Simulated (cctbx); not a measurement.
## Accept or mend?

Cell a = 10.4580 Å, b = 3.6120 Å, c = 5.7150 Å, α = 90.00°, β = 105.37°, γ = 90.00°; space group C2/m (no. 12). The compound is Pr2Cr2C3.

The data are simulated with cctbx, not measured: Mo Kα, λ = 0.71073 Å, to d = 0.77 Å, 95 % of the full sphere, strongest reflection 70000 counts, noise from counting, a 6 % proportional error and a noise floor of 4 counts (s.d.); no absorption.

An anisotropic refinement with weights 1/σ² prints:

```text
Rint 0.041, 280 unique reflections to 0.77 A
cycle     R1     wR2    GooF  max shift (A)
   1  0.0346  0.0995   2.627   0.02062
   2  0.0158  0.0500   1.320   0.00015
final R1 0.0158 wR2 0.0500 GooF 1.320  parameters 22  data/parameter 12.7
atom        x        y        z      Ueq    occ   su(xyz)  su(Uiso or U11)
Pr1    0.59948  0.00000  0.80654   0.0133  1.000  0.00004  0.0003
Cr1    0.84169  0.00000  0.59541   0.0242  1.000  0.00017  0.0005
C1     0.80848  0.50000  0.71246   0.0270  1.000  0.00123  0.0033
C2     0.00000  0.00000  0.50000   0.0217  1.000  0.00000  0.0038
difference map: max 0.66 min -0.91 rms 0.21
Q1    0.0000  0.0000  0.5000    2    0.66  0.00 A from C2
Q2    0.2187  0.0000  0.8932    4    0.66  1.57 A from C1
Q3    0.1779  0.5000  0.3003    4    0.63  0.18 A from C1
Q4    0.2020  0.1143  0.0223    8    0.63  1.98 A from Pr1
Q5    0.1031  0.3807  0.3789    8    0.60  1.25 A from C1
Q6    0.1130  0.0000  0.1180    4    0.60  1.58 A from Cr1
```

**Question.** Can this result stand? If not, what is the likely fault?

Mend it. The fault: dispersion terms of the wrong wavelength (1.54184 Å). Against the right model at the same level, R1 goes from 0.0147 to 0.0158 and GooF from 0.92 to 1.32. f′ and f″ must be those of the data's wavelength; the error mimics a mistyped heavy atom. The signs are weak, and the output alone doesn't single this fault out.

The compound is Pr2Cr2C3. The right model at the same level gives:

```text
Rint 0.041, 280 unique reflections to 0.77 A
cycle     R1     wR2    GooF  max shift (A)
   1  0.0341  0.0925   2.443   0.01247
   2  0.0147  0.0348   0.920   0.00003
final R1 0.0147 wR2 0.0348 GooF 0.920  parameters 22  data/parameter 12.7
atom        x        y        z      Ueq    occ   su(xyz)  su(Uiso or U11)
Pr1    0.59949  0.00000  0.80660   0.0129  1.000  0.00003  0.0002
Cr1    0.84176  0.00000  0.59542   0.0242  1.000  0.00012  0.0004
C1     0.80949  0.50000  0.71159   0.0268  1.000  0.00085  0.0022
C2     0.00000  0.00000  0.50000   0.0225  1.000  0.00000  0.0025
difference map: max 0.68 min -0.98 rms 0.20
Q1    0.2221  0.0000  0.8886    4    0.71  1.53 A from C1
Q2    0.0000  0.0000  0.5000    2    0.67  0.00 A from C2
Q3    0.2027  0.0879  0.0266    8    0.64  2.06 A from Pr1
Q4    0.0960  0.5000  0.0582    4    0.60  1.42 A from C1
Q5    0.1030  0.3673  0.3786    8    0.59  1.26 A from C1
Q6    0.1122  0.0000  0.1227    4    0.56  1.55 A from Cr1
```

The model was made for the exercise: a known structure type with other elements put in, its volume estimated, not relaxed; displacement parameters are assumed.

[Middle refinement cycles are left out of these outputs.]

[Logs are printed without paths, hosts, clocks, repeated set-up lines and the standing remarks that a program may print on its own settings, such as how far it seeks lower states.]
